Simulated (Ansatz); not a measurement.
## Ge wire along [110], 10 atoms a period, H-terminated: bands under strain

What gap, if any, does the Ge wire along [110], 10 atoms a period, H-terminated have, and how does it change under strain?

Program: Ansatz 0.2.0. Level of theory: DFT PBE, plane waves, PAW; relaxation of a wire's period, in the first sound run; inputs show where later runs differ. Results are calculated unless marked as measured.

### Step 1. The starting structure

The cell holds 20 atoms: 10 H and 10 Ge. Cell: a = 15.801 Å, b = 15.457 Å, c = 4.073 Å, α = 90.0°, β = 90.0°, γ = 90.0°. Vacuum lies along a and b. The structure's axis is c.

### Step 2. Relaxation of atoms and period

Band widths follow the bond lengths, so the wire is relaxed first. The atoms and the third cell vector are free; the box across stays fixed as vacuum. A Fermi-Dirac smearing is set since the result may be a metal. The pressure printed is a third of the stress's trace over the whole box, vacuum included; only the stress along the axis is relaxed.

File input.yaml:

```yaml
crystal:
  lattice:
    - [15.801, 0.0, 0.0]
    - [0.0, 15.457, 0.0]
    - [0.0, 0.0, 4.0729350596]
  atoms:
    - { symbol: H, position: [0.306309727, 0.78002665, 0.0] }
    - { symbol: H, position: [0.306309727, 0.351715568, 0.0] }
    - { symbol: Ge, position: [0.363310323, 0.434120605, 0.0] }
    - { symbol: Ge, position: [0.636710741, 0.302370102, 0.0] }
    - { symbol: H, position: [0.693711337, 0.219965064, 0.0] }
    - { symbol: Ge, position: [0.727844214, 0.434120605, 0.0] }
    - { symbol: H, position: [0.215176255, 0.565871109, 0.312731396] }
    - { symbol: H, position: [0.78484481, 0.434120605, 0.312731396] }
    - { symbol: Ge, position: [0.454443796, 0.697621612, 0.5] }
    - { symbol: Ge, position: [0.454443796, 0.434120605, 0.5] }
    - { symbol: H, position: [0.488576672, 0.219965064, 0.5] }
    - { symbol: H, position: [0.511444392, 0.78002665, 0.5] }
    - { symbol: Ge, position: [0.545577269, 0.302370102, 0.5] }
    - { symbol: Ge, position: [0.545577269, 0.565871109, 0.5] }
    - { symbol: H, position: [0.215176255, 0.565871109, 0.687268604] }
    - { symbol: H, position: [0.78484481, 0.434120605, 0.687268604] }
    - { symbol: Ge, position: [0.272176851, 0.565871109, 0.0] }
    - { symbol: Ge, position: [0.363310323, 0.697621612, 0.0] }
    - { symbol: Ge, position: [0.636710741, 0.565871109, 0.0] }
    - { symbol: H, position: [0.693711337, 0.648276146, 0.0] }
kpoints:
  mp_grid: { grid: [1, 1, 20] }
scf:
  occupations: { method: fermi_dirac, width: 0.05 }
hamiltonian:
  xc: pbe
relax:
  cell: { fix: [a, b, alpha, beta, gamma] }
  max_steps: 45
  f_tol: 0.03
```

Command:

```bash
$ ansatz run input.yaml --threads 4 --pin off --max-ram 16384MiB --backend cpu --events-out ev --progress --plain --runs-dir out
```

Numbers of over 12 decimals in the logs are rounded to 6 here.

Log:

```text
Engine: ansatz 0.2.0, aarch64-unknown-linux-gnu
Pseudopotentials: kind: paw
Pseudopotential: H, paw, valence charge 1, recommended cutoff 420 eV (normal), H.paw.azcp
Pseudopotential: Ge, paw, valence charge 14, recommended cutoff 420 eV (normal), Ge.paw.azcp
Functional definition: PBE
  parameter kappa = 0.804
  parameter beta = 0.066725
  exchange = pbe_x(kappa = kappa, mu = beta*pi^2/3)
  correlation = pbe_c(beta = beta)
Crystal: 20 atoms, lattice volume = 994.758 Å³
Basis set: ecut = 420 eV, 19455 PW (Γ), exchange–correlation on 216×216×60 points (8 copies of the dense FFT grid, shifted against one another)
Bands: 95, of which v1, the nominal top of the filled ones, is band 75 counted from 1 (74 counted from 0)
Symmetry: 4 space group operations
Space group: P2/m (ITA 10), of the structure as read, at distance tolerance 1.0e-4 Å
k-points: 11 of 20
Non-local potential: H, projectors of the file, l = 0: 2, l = 1: 1
Non-local potential: Ge, projectors of the file, l = 0: 2, l = 1: 2, l = 2: 3, l = 3: 1
PAW form: soft (Blöchl's): semilocal exchange-correlation on the pseudo side does not see the compensation charge
PAW one-centre angular grid: H, 110 points (default); XC on 64 Gauss nodes
PAW one-centre angular grid: Ge, 590 points (default); XC on 64 Gauss nodes
Initial density: superposition of atomic densities (neutral atoms: chi_scale 0, normalization atom), corrected by the library's trained network
Initial wavefunctions: pseudopotential atomic-orbital guess
Functional: x = pbe(κ = 0.804, μ = 0.219515), c = pbe(β = 0.066725)
SCF iter   1: F=—  HF=-43105.891213 eV  |F-HF|=—  |Δ(HF+E_count)|=         —  Δρ=1.33e-3  dr2=3.37e-2  ethr=1.77e-3  ⟨swp⟩=6.8  Hψ=4312  notcnv=0  defer=8
preconditioner: auto → Resta (q_TF=auto, 1.990 Å⁻¹)  ε∞=1.4  [insulator: Δε(μ)=1.783 eV  Ē_g=21.630 eV  σ=0.050 eV  W_gap=1.00  n_scr=128 (ndim 8)  ℏωp=14.4 eV  f_vac=0.657  D(μ)=0.00/eV (n_scr^D=0)  ε∞_Penn≈1.4  vacuum switching on, ρ_ref=3.4e-2 e/Å³]
SCF iter   2: F=—  HF=-43105.894212 eV  |F-HF|=—  |Δ(HF+E_count)|=   3.00e-3  Δρ=6.13e-4  dr2=7.82e-3  ethr=2.25e-5  ⟨swp⟩=2.0  Hψ=2119  notcnv=0  defer=136
SCF iter   3: F=—  HF=-43105.895993 eV  |F-HF|=—  |Δ(HF+E_count)|=   1.78e-3  Δρ=3.09e-4  dr2=2.38e-3  ethr=5.21e-6  ⟨swp⟩=2.0  Hψ=1685  notcnv=0  defer=136
SCF iter   4: F=—  HF=-43105.896796 eV  |F-HF|=—  |Δ(HF+E_count)|=   8.03e-4  Δρ=1.06e-4  dr2=2.71e-4  ethr=1.59e-6  ⟨swp⟩=2.0  Hψ=1116  notcnv=0  defer=136
SCF iter   5: F=—  HF=-43105.896780 eV  |F-HF|=—  |Δ(HF+E_count)|=   1.64e-5  Δρ=4.64e-5  dr2=3.28e-5  ethr=1.81e-7  ⟨swp⟩=2.0  Hψ=1734  notcnv=0  defer=136
SCF iter   6: F=—  HF=-43105.897079 eV  |F-HF|=—  |Δ(HF+E_count)|=   3.00e-4  Δρ=1.66e-5  dr2=4.02e-6  ethr=2.18e-8  ⟨swp⟩=2.0  Hψ=1795  notcnv=0  defer=136
SCF iter   7: F=—  HF=-43105.897080 eV  |F-HF|=—  |Δ(HF+E_count)|=   4.11e-7  Δρ=7.03e-6  dr2=4.84e-7  ethr=2.68e-9  ⟨swp⟩=2.0  Hψ=1728  notcnv=0  defer=136
SCF iter   8: F=-43105.897080 eV  HF=-43105.897080 eV  |F-HF|=4.74e-8  |Δ(HF+E_count)|=   7.51e-7  Δρ=1.85e-6  dr2=4.70e-8  ethr=6.67e-11  ⟨swp⟩=4.6  Hψ=3029  notcnv=0
SCF 1 converged in 8 iterations: F = -43105.897080 eV  dr2 = 4.70e-8
  greatest PAW one-centre occupation: 0.998 electrons in one spin orbital (limit 2), on the Ge atom at site 16 (counted from 0), in its partial waves of l = 2
relax step   1: F+E_penalty+E_count = -43105.89708045 eV  Δ(F+E_penalty+E_count) = +0.000e0 eV  max|allowed force component| = 3.496e-1 eV/Å  Δτ_max = 0.0000 Å  P = -0.313 GPa  Ω = 994.758 Å³  fix = [a, b, alpha, beta, gamma]  reactions: a -0.562, b -0.588 GPa; gamma +0.046 GPa/rad  (8 SCF iters, dr2 threshold 1.00e-7 eV, accepted)
Crystal: 20 atoms, lattice volume = 1030.159 Å³
Basis set: ecut = 420 eV, 20085 PW (Γ), exchange–correlation on 216×216×60 points (8 copies of the dense FFT grid, shifted against one another)
Initial density: handed on by an earlier stage of this run
Initial wavefunctions: those handed on with the density
iter 1 solved again at ethr=2.59e-4 eV; its pass at ethr=3.10e-3 eV (dr2=3.89e-1 eV) is discarded
SCF iter   1: F=—  HF=-43106.002577 eV  |F-HF|=—  |Δ(HF+E_count)|=         —  Δρ=8.10e-3  dr2=4.04e-1  ethr=2.59e-4  ⟨swp⟩=3.5  Hψ=5043  notcnv=0
preconditioner: auto → Resta (q_TF=auto, 1.979 Å⁻¹)  ε∞=1.4  [insulator: Δε(μ)=1.774 eV  Ē_g=21.802 eV  σ=0.050 eV  W_gap=1.00  n_scr=142 (ndim 8)  ℏωp=14.2 eV  f_vac=0.672  D(μ)=0.00/eV (n_scr^D=0)  ε∞_Penn≈1.4  vacuum switching on, ρ_ref=3.4e-2 e/Å³]
SCF iter   2: F=—  HF=-43105.947934 eV  |F-HF|=—  |Δ(HF+E_count)|=   5.46e-2  Δρ=3.67e-3  dr2=8.46e-2  ethr=2.59e-4  ⟨swp⟩=4.0  Hψ=1683  notcnv=0
SCF iter   3: F=—  HF=-43105.952758 eV  |F-HF|=—  |Δ(HF+E_count)|=   4.82e-3  Δρ=1.50e-3  dr2=6.44e-2  ethr=5.64e-5  ⟨swp⟩=4.5  Hψ=2156  notcnv=0  defer=12
SCF iter   4: F=—  HF=-43105.939740 eV  |F-HF|=—  |Δ(HF+E_count)|=   1.30e-2  Δρ=2.54e-4  dr2=6.56e-4  ethr=4.29e-5  ⟨swp⟩=2.9  Hψ=1441  notcnv=0  defer=103
SCF iter   5: F=—  HF=-43105.940262 eV  |F-HF|=—  |Δ(HF+E_count)|=   5.23e-4  Δρ=9.12e-5  dr2=1.94e-4  ethr=4.38e-7  ⟨swp⟩=2.0  Hψ=1786  notcnv=0  defer=103
SCF iter   6: F=—  HF=-43105.940243 eV  |F-HF|=—  |Δ(HF+E_count)|=   1.89e-5  Δρ=3.15e-5  dr2=1.19e-5  ethr=1.29e-7  ⟨swp⟩=2.0  Hψ=1104  notcnv=0  defer=103
SCF iter   7: F=—  HF=-43105.940247 eV  |F-HF|=—  |Δ(HF+E_count)|=   3.66e-6  Δρ=1.21e-5  dr2=2.02e-6  ethr=1.33e-9  ⟨swp⟩=4.5  Hψ=3492  notcnv=0
SCF iter   8: F=-43105.940247 eV  HF=-43105.940247 eV  |F-HF|=4.51e-8  |Δ(HF+E_count)|=   4.47e-7  Δρ=3.80e-6  dr2=1.14e-7  ethr=1.33e-9  ⟨swp⟩=4.1  Hψ=2966  notcnv=0
SCF 2 converged in 8 iterations: F = -43105.940247 eV  dr2 = 1.14e-7
relax step   2: F+E_penalty+E_count = -43105.94024749 eV  Δ(F+E_penalty+E_count) = -4.317e-2 eV  max|allowed force component| = 3.935e-1 eV/Å  Δτ_max = 0.1632 Å  P = +0.062 GPa  Ω = 1030.159 Å³  energy of the carried Pulay correction = -5.555e-3 eV  fix = [a, b, alpha, beta, gamma]  reactions: a +0.204, b +0.176 GPa; gamma -0.121 GPa/rad  (8 SCF iters, dr2 threshold 2.00e-6 eV, accepted)
Crystal: 20 atoms, lattice volume = 1015.265 Å³
Basis set: ecut = 420 eV, 19799 PW (Γ), exchange–correlation on 216×216×60 points (8 copies of the dense FFT grid, shifted against one another)
iter 1 solved again at ethr=5.14e-5 eV; its pass at ethr=3.10e-3 eV (dr2=7.71e-2 eV) is discarded
SCF iter   1: F=—  HF=-43106.044400 eV  |F-HF|=—  |Δ(HF+E_count)|=         —  Δρ=3.61e-3  dr2=7.59e-2  ethr=5.14e-5  ⟨swp⟩=2.7  Hψ=4670  notcnv=0
[...]
SCF iter   4: F=—  HF=-43106.029886 eV  |F-HF|=—  |Δ(HF+E_count)|=   2.07e-3  Δρ=1.25e-4  dr2=1.50e-4  ethr=6.76e-6  ⟨swp⟩=2.0  Hψ=1185  notcnv=0
SCF iter   5: F=—  HF=-43106.030351 eV  |F-HF|=—  |Δ(HF+E_count)|=   4.65e-4  Δρ=3.77e-5  dr2=3.90e-5  ethr=1.00e-7  ⟨swp⟩=2.0  Hψ=1864  notcnv=0
SCF iter   6: F=-43106.030346 eV  HF=-43106.030346 eV  |F-HF|=2.42e-7  |Δ(HF+E_count)|=   5.25e-6  Δρ=1.35e-5  dr2=1.99e-6  ethr=1.33e-9  ⟨swp⟩=3.6  Hψ=3941  notcnv=0
SCF 3 converged in 6 iterations: F = -43106.030346 eV  dr2 = 1.99e-6
relax step   3: F+E_penalty+E_count = -43106.03034600 eV  Δ(F+E_penalty+E_count) = -9.010e-2 eV  max|allowed force component| = 4.658e-2 eV/Å  Δτ_max = 0.0836 Å  P = -0.051 GPa  Ω = 1015.265 Å³  energy of the carried Pulay correction = -3.242e-3 eV  fix = [a, b, alpha, beta, gamma]  reactions: a -0.039, b -0.048 GPa; gamma +0.004 GPa/rad  (6 SCF iters, dr2 threshold 2.00e-6 eV, accepted)
[...]
relax step   4: F+E_penalty+E_count = -43106.03173520 eV  Δ(F+E_penalty+E_count) = -1.389e-3 eV  max|allowed force component| = 1.195e-2 eV/Å  Δτ_max = 0.0040 Å  P = -0.016 GPa  Ω = 1013.858 Å³  energy of the carried Pulay correction = -3.021e-3 eV  fix = [a, b, alpha, beta, gamma]  reactions: a -0.016, b -0.016 GPa; gamma +0.001 GPa/rad  (5 SCF iters, dr2 threshold 1.36e-7 eV, accepted)
Initial wavefunctions: pseudopotential atomic-orbital guess (no wavefunctions were taken with the density)
iter 1 solved again at ethr=4.00e-7 eV; its pass at ethr=3.10e-3 eV (dr2=6.01e-4 eV) is discarded
SCF iter   1: F=—  HF=-43105.962454 eV  |F-HF|=—  |Δ(HF+E_count)|=         —  Δρ=4.05e-4  dr2=5.38e-5  ethr=4.00e-7  ⟨swp⟩=3.2  Hψ=6920  notcnv=0
preconditioner: auto → Resta (q_TF=auto, 1.984 Å⁻¹)  ε∞=1.4  [insulator: Δε(μ)=1.816 eV  Ē_g=21.691 eV  σ=0.050 eV  W_gap=1.00  n_scr=142 (ndim 8)  ℏωp=14.3 eV  f_vac=0.661  D(μ)=0.00/eV (n_scr^D=0)  ε∞_Penn≈1.4  vacuum switching on, ρ_ref=3.4e-2 e/Å³]
SCF iter   2: F=—  HF=-43106.009365 eV  |F-HF|=—  |Δ(HF+E_count)|=   4.69e-2  Δρ=2.03e-4  dr2=2.42e-5  ethr=3.59e-8  ⟨swp⟩=3.6  Hψ=1845  notcnv=0
SCF iter   3: F=—  HF=-43106.026678 eV  |F-HF|=—  |Δ(HF+E_count)|=   1.73e-2  Δρ=9.99e-5  dr2=7.48e-6  ethr=1.61e-8  ⟨swp⟩=2.8  Hψ=1783  notcnv=0  defer=21
SCF iter   4: F=—  HF=-43106.033775 eV  |F-HF|=—  |Δ(HF+E_count)|=   7.10e-3  Δρ=3.17e-5  dr2=8.63e-7  ethr=4.99e-9  ⟨swp⟩=2.7  Hψ=1434  notcnv=0  defer=31
SCF iter   5: F=—  HF=-43106.034957 eV  |F-HF|=—  |Δ(HF+E_count)|=   1.18e-3  Δρ=6.12e-6  dr2=2.21e-7  ethr=5.75e-10  ⟨swp⟩=3.1  Hψ=1822  notcnv=0  defer=31
SCF iter   6: F=—  HF=-43106.035027 eV  |F-HF|=—  |Δ(HF+E_count)|=   7.04e-5  Δρ=1.41e-6  dr2=1.88e-8  ethr=1.47e-10  ⟨swp⟩=3.2  Hψ=1973  notcnv=0  defer=31
SCF iter   7: F=—  HF=-43106.035032 eV  |F-HF|=—  |Δ(HF+E_count)|=   4.61e-6  Δρ=4.00e-7  dr2=4.03e-9  ethr=1.25e-11  ⟨swp⟩=3.0  Hψ=1801  notcnv=0  defer=31
SCF iter   8: F=—  HF=-43106.035032 eV  |F-HF|=—  |Δ(HF+E_count)|=   3.62e-7  Δρ=1.04e-7  dr2=2.28e-10  ethr=2.69e-12  ⟨swp⟩=2.0  Hψ=1740  notcnv=0  defer=31
SCF iter   9: F=-43106.035032 eV  HF=-43106.035032 eV  |F-HF|=1.46e-11  |Δ(HF+E_count)|=   1.41e-9  Δρ=4.76e-8  dr2=5.60e-11  ethr=1.00e-12  ⟨swp⟩=4.0  Hψ=2960  notcnv=0
SCF 5 converged in 9 iterations: F = -43106.035032 eV  dr2 = 5.60e-11
relax step   5: F+E_penalty+E_count = -43106.03503239 eV  Δ(F+E_penalty+E_count) = -3.297e-3 eV  max|allowed force component| = 1.226e-2 eV/Å  Δτ_max = 0.0000 Å  P = -0.014 GPa  Ω = 1013.858 Å³  fix = [a, b, alpha, beta, gamma]  reactions: a -0.015, b -0.014 GPa; gamma +0.001 GPa/rad  stress off target by 1.26e-2 GPa on what of the cell is left free  SCF on the basis re-selected at this cell (its energy is not comparable with the rows above)  (9 SCF iters)
basis re-selected at this cell: Δ(F+E_penalty+E_count) = -3.297e-3 eV, ΔP = +0.002 GPa vs the last step (what re-selecting the basis moved, of the pressure what is left beyond the Pulay correction that the steps carried, after the strain that the cell walked since its last selection, with what the two solves' SCF thresholds leave and, on support functions, any second-order correction that the steps lacked; it is no m [...]
SCF converged after 9 iterations
Free energy (F): -43106.035032 eV
Harris-Foulkes:  -43106.035032 eV  (|F-HF|=1.46e-11)
Internal energy: -43106.035032 eV  (E = F + TS)
E sigma→0 (E₀):  -43106.035032 eV
Fermi energy:    -1.237779 eV
--- Per-component energies (eV) ---
  E_band       = -2908.319131
  E_kinetic    = 1240.612891
  E_local      = -80162.243918  (includes V_loc(G=0)·N_el)
  E_nonlocal   = 4207.539111
  E_hartree    = 37854.612045
  E_xc         = -838.714177
  E_vxc        = -752.879431  (∫ρ·V_xc dr)
  E_paw        = -20211.960044  (= ΣΔE_a)
  E_vpaw       = -3150.561537  (= ΣTr[D̂ρ^β])
  E_aug_tail   = -0.009627  (compensation charges beyond the density's cutoff)
  E_ewald      = 14804.128687
  E_smearing   = -0.000000  (= −TS)
  E_closure    = -0.000000  (closes the sum)
  Σ components = -43106.035032   (vs F -43106.035032, Δ=0.00e0)
--- Forces (eV/Å), atoms counted from 1 ---
  atom   1  H     -0.00024951    -0.00468560    -0.00000000
  atom   2  H      0.00116409     0.00422763     0.00000000
  atom   3  Ge    -0.00624365     0.00232138    -0.00000000
  atom   4  Ge     0.00407531     0.00339571     0.00000000
  atom   5  H      0.00024951     0.00468560     0.00000000
  atom   6  Ge    -0.00004368    -0.00377175    -0.00000000
  atom   7  H      0.00658803    -0.00064134    -0.01226292
  atom   8  H     -0.00658803     0.00064134    -0.01226292
  atom   9  Ge     0.00429272     0.00159151     0.00000000
  atom  10  Ge     0.00580188    -0.00255547     0.00000000
  atom  11  H      0.00333697     0.00256983     0.00000000
  atom  12  H     -0.00333697    -0.00256983    -0.00000000
  atom  13  Ge    -0.00429272    -0.00159151    -0.00000000
  atom  14  Ge    -0.00580188     0.00255547    -0.00000000
  atom  15  H      0.00658803    -0.00064134     0.01226292
  atom  16  H     -0.00658803     0.00064134     0.01226292
  atom  17  Ge     0.00004368     0.00377175     0.00000000
  atom  18  Ge    -0.00407531    -0.00339571    -0.00000000
  atom  19  Ge     0.00624365    -0.00232138     0.00000000
  atom  20  H     -0.00116409    -0.00422763    -0.00000000
  max |Σ_I F_I| component: 1.95e-18 eV/Å
--- Stress (GPa, compression-positive) ---
       -0.015083      -0.001127      -0.000000
       -0.001127      -0.014205      -0.000000
       -0.000000      -0.000000      -0.012593
  P = ⅓ Tr σ = -0.0140 GPa (-0.140 kbar)
--- Relaxed structure (4 steps of the walk, 4 accepted, 1 SCFs on fresh bases) ---
  F+E_penalty+E_count = -43106.03503239 eV   max|allowed force component| = 1.226e-2 eV/Å   (the final SCF, on the basis selected at the relaxed cell)
  cell:  # Å, volume = 1013.8584 Å³
    - [15.801, 0, 0.0]
    - [0, 15.457, 0.0]
    - [0.0, 0.0, 4.151141]
  atoms:
    - { symbol: H, position: [0.309639, 0.777057, 0.0] }
    - { symbol: H, position: [0.310626, 0.354071, 0.0] }
    - { symbol: Ge, position: [0.367293, 0.436477, 0.0] }
    - { symbol: Ge, position: [0.633515, 0.305124, 0.0] }
    - { symbol: H, position: [0.690382, 0.222943, 0.0] }
    - { symbol: Ge, position: [0.723402, 0.434376, 0.0] }
    - { symbol: H, position: [0.217786, 0.565368, 0.295847] }
    - { symbol: H, position: [0.782236, 0.434632, 0.295847] }
    - { symbol: Ge, position: [0.452994, 0.694376, 0.5] }
    - { symbol: Ge, position: [0.454916, 0.434595, 0.5] }
    - { symbol: H, position: [0.489712, 0.223780, 0.5] }
    - { symbol: H, position: [0.510309, 0.776220, 0.5] }
    - { symbol: Ge, position: [0.547027, 0.305624, 0.5] }
    - { symbol: Ge, position: [0.545105, 0.565405, 0.5] }
    - { symbol: H, position: [0.217786, 0.565368, 0.704153] }
    - { symbol: H, position: [0.782236, 0.434632, 0.704153] }
    - { symbol: Ge, position: [0.276619, 0.565624, 0.0] }
    - { symbol: Ge, position: [0.366507, 0.694876, 0.0] }
    - { symbol: Ge, position: [0.632728, 0.563523, 0.0] }
    - { symbol: H, position: [0.689395, 0.645929, 0.0] }
```

Run time: 1.9 min. Hardware: 4 threads of Arm Neoverse V1, shared host; peak memory 2.6 GiB; 7.3 min of CPU time.

Step by step:

```csv
step,energy less that of the first step (eV),largest force component (eV/Å),pressure (GPa),volume (Å³)
1,0.0000,0.3496,-0.31,994.76
2,-0.0432,0.3935,0.06,1030.16
3,-0.1333,0.0466,-0.05,1015.26
4,-0.1347,0.0120,-0.02,1013.86
5*,-0.1380,0.0123,-0.01,1013.86
```

Relaxation steps marked * repeat the geometry before them on a plane-wave basis chosen anew for their cell, so energy and pressure can jump there.

Forces are held to the 4 operations that the run works with; a distortion that breaks them can't arise in this run.

```
cell as run  before  after  change
      c (Å)   4.073  4.151  +1.9 %
```

The atoms that moved most (Å, along periodic axes as changes of fractional coordinates times the final cell, across vacuum about the mean position):

```csv
atom,dx,dy,dz,length
H16,-0.041,0.008,0.070,0.082
H8,-0.041,0.008,-0.070,0.082
H15,0.041,-0.008,0.070,0.082
H7,0.041,-0.008,-0.070,0.082
H2,0.068,0.036,0.000,0.077
H20,-0.068,-0.036,0.000,0.077
Ge3,0.063,0.036,0.000,0.073
Ge19,-0.063,-0.036,0.000,0.073
```

Numbers from this step:

```yaml
cell_length_along_the_wire: 4.151 Å
```

The cell's length comes to 4.151 Å with spin left out.

(Part 1 of 3 ends here.)

[Logs are printed without paths, hosts, clocks, repeated set-up lines and the standing remarks that a program may print on its own settings, such as how far it seeks lower states.]

[Hosts, paths, dates, database ids (printed as entryN), source tags and the programs' standing remarks are cut or masked in the printed files.]
